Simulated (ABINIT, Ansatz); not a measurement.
# GaN (P6_3mc): G0W0 with ABINIT, start to end

How does a plane-wave GW calculation on GaN (P6_3mc) run from the first input to the gap?

Calculated with ABINIT 10.8.3; LDA and many-body steps on it, plane waves.

The database entry behind the starting cell differs from later determinations by our own check (about 0.3 % short, ideal inner coordinate), so it need not match the best structure at ambient conditions.

## 1. The structure

It takes space group P6_3mc (No. 186, hexagonal). Conventional cell: a = 3.180 Å, b = 3.180 Å, c = 5.166 Å, α = 90.00°, β = 90.00°, γ = 120.00°. Nearest to Ga lie 4 N at 1.94 to 1.95 Å. Nearest to N lie 4 Ga at 1.94 to 1.95 Å. Farther neighbours and most contacts between anions are not listed.

The cell and positions come from the Crystallography Open Database and are kept as given unless a step says otherwise.

## 2. Ground state

This step: ABINIT 10.8.3; DFT, LDA, plane waves, norm-conserving pseudopotentials.

The ground-state density comes first.

Contents of run.abi:

```
acell 3*1.0 Angstrom
rprim 
  3.179999999980 0.000000000005 0.000000000000
  -1.589999999994 2.753960784015 0.000000000000
  0.000000000000 0.000000000000 5.166000000000
ntypat 2
znucl 31 7
natom 4
typat 1 1 2 2
xred 
  0.333333333333 0.666666666667 0.000000000000
  0.666666666667 0.333333333333 0.500000000000
  0.333333333333 0.666666666667 0.375000000000
  0.666666666667 0.333333333333 0.875000000000
pp_dirpath "pseudos"
pseudos "Ga.upf, N.upf"
ecut 36
ngkpt 6 6 4
nshiftk 1
shiftk 0 0 0
kptopt 1
chksymbreak 0
nband 24
occopt 1
tolvrs 1e-10
nstep 60
prtwf 0
optforces 0
optstress 0
indata_prefix "in"
outdata_prefix "out"
tmpdata_prefix "tmp"
```

The run is started by

```
OMP_NUM_THREADS=1 mpirun -n 4 abinit run.abi > log
```

Numbers of over 12 decimals in the logs are rounded to 6 here.

The log of the run:

```text
.Version 10.8.3 of ABINIT. v10.8.2 released Aug 2026.

 Symmetries : space group P6_3 m c (#186); Bravais hP (primitive hexag.)
================================================================================
 Values of the parameters that define the memory need of the present run
     intxc =       0    ionmov =       0      iscf =       7    lmnmax =       6
     lnmax =       6     mgfft =      54  mpssoang =       3    mqgrid =    3001
     natom =       4  nloc_mem =       1    nspden =       1   nspinor =       1
    nsppol =       1      nsym =      12    n1xccc =    2501    ntypat =       2
    occopt =       1   xclevel =       1
-    mband =          24        mffmem =           1         mkmem =           6
       mpw =        3162          nfft =       69984          nkpt =          21
================================================================================
  Rough estimation (10% accuracy) of disk space for files :
================================================================================

--------------------------------------------------------------------------------
------------- Echo of variables that govern the present computation ------------
--------------------------------------------------------------------------------
 -outvars: echo values of preprocessed input variables --------
            acell      1.8897261259E+00  1.8897261259E+00  1.8897261259E+00 Bohr

      chksymbreak           0
             ecut      3.60000000E+01 Hartree
-          fftalg         312

              ixc       -1012
              kpt      0.00000000E+00  0.00000000E+00  0.00000000E+00
                       1.66666667E-01  0.00000000E+00  0.00000000E+00
                       3.33333333E-01  0.00000000E+00  0.00000000E+00
                       5.00000000E-01  0.00000000E+00  0.00000000E+00
                       1.66666667E-01  1.66666667E-01  0.00000000E+00
                       3.33333333E-01  1.66666667E-01  0.00000000E+00
                       3.33333333E-01  3.33333333E-01  0.00000000E+00
                       0.00000000E+00  0.00000000E+00  2.50000000E-01
                       1.66666667E-01  0.00000000E+00  2.50000000E-01
   [... 10 further rows ...]
                       3.33333333E-01  1.66666667E-01  5.00000000E-01
                       3.33333333E-01  3.33333333E-01  5.00000000E-01
         kptrlatt        6    0    0      0    6    0      0    0    4
          kptrlen      3.60559745E+01
P           mkmem           6
            natom           4
            nband          24
            ngfft          36      36      54
             nkpt          21
            nstep          60
             nsym          12
           ntypat           2
              occ      2.000000  2.000000  2.000000  2.000000  2.000000  2.000000
                       2.000000  2.000000  2.000000  2.000000  2.000000  2.000000
                       2.000000  2.000000  2.000000  2.000000  2.000000  2.000000
                       0.000000  0.000000  0.000000  0.000000  0.000000  0.000000
        optforces           0
        optstress           0
            prtwf           0
            rprim      3.1800000000E+00  5.0000000000E-12  0.0000000000E+00
[...]
spgroup         186

           tolvrs      1.00000000E-10

             xred      3.3333333333E-01  6.6666666667E-01  1.1102230246E-16
[...]
znucl       31.00000    7.00000

================================================================================

 chkinp: Checking input parameters for consistency.

================================================================================
== DATASET  1 ==================================================================
-   mpi_nproc: 4, omp_nthreads: 1 (-1 if OMP is not activated)

--- !DatasetInfo
iteration_state: {dtset: 1, }
dimensions: {natom: 4, nkpt: 21, mband: 24, nsppol: 1, nspinor: 1, nspden: 1, mpw: 3162, }
cutoff_energies: {ecut:  36.0, pawecutdg:  -1.0, }
electrons: {nelect:   3.60000000E+01, charge:   0.00000000E+00, occopt:   1.00000000E+00, tsmear:   1.00000000E-02, }

 Real(R)+Recip(G) space primitive vectors, cartesian coordinates (Bohr,Bohr^-1):
 R(1)=  6.0093291  0.0000000  0.0000000  G(1)=  0.1664079  0.0960757  0.0000000
 R(2)= -3.0046645  5.2042316  0.0000000  G(2)=  0.0000000  0.1921513  0.0000000
 R(3)=  0.0000000  0.0000000  9.7623252  G(3)=  0.0000000  0.0000000  0.1024346
 Unit cell volume ucvol=  3.0530638E+02 bohr^3
 Angles (23,13,12)=  9.00000000E+01  9.00000000E+01  1.20000000E+02 degrees

 getcut: wavevector=  0.0000  0.0000  0.0000  ngfft=  36  36  54
         ecut(hartree)=     36.000   => boxcut(ratio)=   2.04797

--- Pseudopotential description ------------------------------------------------
- Ga Generated using ONCVPSP code by D. R. Hamann
- 31.00000  13.00000  180309                  znucl, zion, pspdat
12 -1012 2 -1 1858                            pspcod,pspxc,lmax,lloc,mmax
     nproj     2     2     2
  pspatm : epsatm=   24.58383104
         --- l  ekb(1:nproj) -->
[...]
pspatm: atomic psp has been read  and splines computed

- N Generated using ONCVPSP code by D. R. Hamann
-  7.00000   5.00000  180309                  znucl, zion, pspdat
12 -1012 1 -1 1058                            pspcod,pspxc,lmax,lloc,mmax
     nproj     2     2     0
  pspatm : epsatm=    5.30777321
         --- l  ekb(1:nproj) -->
[...]
pspatm: atomic psp has been read  and splines computed

   2.15219551E+03                                ecore*ucvol(ha*bohr**3)
--------------------------------------------------------------------------------

_setup2: Arith. and geom. avg. npw (full set) are    3150.063    3150.043

================================================================================

--- !BeginCycle
iteration_state: {dtset: 1, }
solver: {iscf: 7, nstep: 60, nline: 4, wfoptalg: 0, }
tolerances: {tolvrs: 1.00E-10, }

     iter   Etot(hartree)      deltaE(h)  residm     vres2
 ETOT  1  -171.96012310966    -1.720E+02 5.772E-01 1.162E+03
 ETOT  2  -173.20299610072    -1.243E+00 5.562E-02 1.275E+03
 ETOT  3  -173.54568905024    -3.427E-01 2.642E-02 8.575E+00
 ETOT  4  -173.54738253970    -1.693E-03 6.167E-03 3.817E+00
 ETOT  5  -173.54776726398    -3.847E-04 1.645E-03 6.788E-01
 ETOT  6  -173.54796959254    -2.023E-04 7.035E-04 1.909E-02
 ETOT  7  -173.54797445999    -4.867E-06 1.250E-04 6.819E-04
 ETOT  8  -173.54797461186    -1.519E-07 1.061E-04 3.228E-05
 ETOT  9  -173.54797461742    -5.567E-09 5.834E-05 4.522E-06
 ETOT 10  -173.54797461863    -1.210E-09 3.256E-05 1.131E-07
 ETOT 11  -173.54797461868    -4.218E-11 2.724E-05 3.948E-09
 ETOT 12  -173.54797461867     2.444E-12 3.010E-05 1.144E-12

 At SCF step   12       vres2   =  1.14E-12 < tolvrs=  1.00E-10 =>converged.

--- !ResultsGS
iteration_state: {dtset: 1, }
comment   : Summary of ground state results
lattice_vectors:
- [  6.0093291,   0.0000000,   0.0000000, ]
- [ -3.0046645,   5.2042316,   0.0000000, ]
- [  0.0000000,   0.0000000,   9.7623252, ]
lattice_lengths: [   6.00933,    6.00933,    9.76233, ]
lattice_angles: [ 90.000,  90.000, 120.000, ] # degrees, (23, 13, 12)
lattice_volume:   3.0530638E+02
convergence: {deltae:  2.444E-12, res2:  1.144E-12, residm:  3.010E-05, diffor:  0.000E+00, }
etotal    :  -1.73547975E+02
entropy   :   0.00000000E+00
fermie    :   1.87750445E-01
cartesian_stress_tensor: null
pressure_GPa: null
xred      :
- [  3.3333E-01,   6.6667E-01,   1.1102E-16, Ga]
- [  6.6667E-01,   3.3333E-01,   5.0000E-01, Ga]
- [  3.3333E-01,   6.6667E-01,   3.7500E-01,  N]
- [  6.6667E-01,   3.3333E-01,   8.7500E-01,  N]
cartesian_forces: null
force_length_stats: {min: null, max: null, mean: null, }

 Integrated electronic density in atomic spheres:
 ------------------------------------------------
 Atom  Sphere_radius  Integrated_density
[...]
4        2.00000          5.24219982
================================================================================

 ----iterations are completed or convergence reached----

 Mean square residual over all n,k,spin=   10.912E-08; max=  30.105E-06
 reduced coordinates (array xred) for    4 atoms
       0.333333333333      0.666666666667      0.000000000000
       0.666666666667      0.333333333333      0.500000000000
       0.333333333333      0.666666666667      0.375000000000
       0.666666666667      0.333333333333      0.875000000000
 rms dE/dt=  0.0000E+00; max dE/dt=  0.0000E+00; dE/dt below (all hartree)
    1       0.000000000000      0.000000000000      0.000000000000
    2       0.000000000000      0.000000000000      0.000000000000
    3       0.000000000000      0.000000000000      0.000000000000
    4       0.000000000000      0.000000000000      0.000000000000

 cartesian coordinates (angstrom) at end:
    1     -2.67e-12     1.835974     0.000000
    2      1.590000     0.917987     2.583000
    3     -2.67e-12     1.835974     1.937250
    4      1.590000     0.917987     4.520250
 length scales=  1.889726125908  1.889726125908  1.889726125908 bohr
              =  1.000000000000  1.000000000000  1.000000000000 angstroms
 prteigrs : about to open file out_EIG
 Fermi (or HOMO) energy (hartree) =   0.18775   Average Vxc (hartree)=  -0.45057
 Eigenvalues (hartree) for nkpt=  21  k points:
 kpt#   1, nband= 24, wtk=  0.00694, kpt=  0.0000  0.0000  0.0000 (reduced coord)
  -0.39742   -0.36596   -0.31440   -0.31362   -0.31362   -0.31133   -0.31133   -0.30447
  -0.30447   -0.30074   -0.30074   -0.24810   -0.07755    0.14831    0.14831    0.18539
   0.18775    0.18775    0.26158    0.34298    0.52263    0.54692    0.54692    0.58068
 prteigrs : prtvol=0 or 1, do not print more k-points.

--- !EnergyTerms
iteration_state     : {dtset: 1, }
comment             : Components of total free energy in Hartree
kinetic             :  1.39935152434807E+02
hartree             :  4.34553628425548E+01
xc                  : -4.73416863323687E+01
Ewald energy        : -1.17003474104350E+02
psp_core            :  7.04929758482770E+00
local_psp           : -1.20971756833105E+02
non_local_psp       : -7.86708702110393E+01
total_energy        : -1.73547974618673E+02
total_energy_eV     : -4.72248096955642E+03
band_energy         : -6.57223361022334E+00

== END DATASET(S) ==============================================================
================================================================================

 -outvars: echo values of variables after computation  --------
           etotal     -1.7354797462E+02
            nband          24
             nkpt          21
          spgroup         186
 [... the other variables as echoed above ...]

 Calculation completed.
```

Elapsed: 17 s, on 4 MPI ranks of Arm Neoverse V2, shared host; peak memory 0.3 GiB.

This step gave:

```
total energy               : -4722.4810 eV
gap                        : 2.009 eV
k of the valence top       : 0, 0, 0
k of the conduction bottom : 0, 0, 0
least direct gap           : 2.009 eV
```

The gap is direct, at Γ.

(Continued in part 2 of 3.)

[Paths, hosts, dates, memory and timing lines, banners, echoed tables and standing remarks are left out of the program output.]

[Logs are printed without paths, hosts, clocks, repeated set-up lines and the standing remarks that a program may print on its own settings, such as how far it seeks lower states.]

[Runs of the session that timed out or met a known fault of the program may be left out.]

[Hosts, paths, dates, database ids (printed as entryN), source tags and the programs' standing remarks are cut or masked in the printed files.]

[G0W0 gaps are taken among the corrected bands and points alone; a level outside them can change the order at an edge.]

[Where Ansatz stands beside ABINIT at settings called matched, ABINIT's density can come from a denser mesh and the files from another edition; pairs whose starting gaps differed by over 0.03 eV were left out, so agreement reads better than it is.]
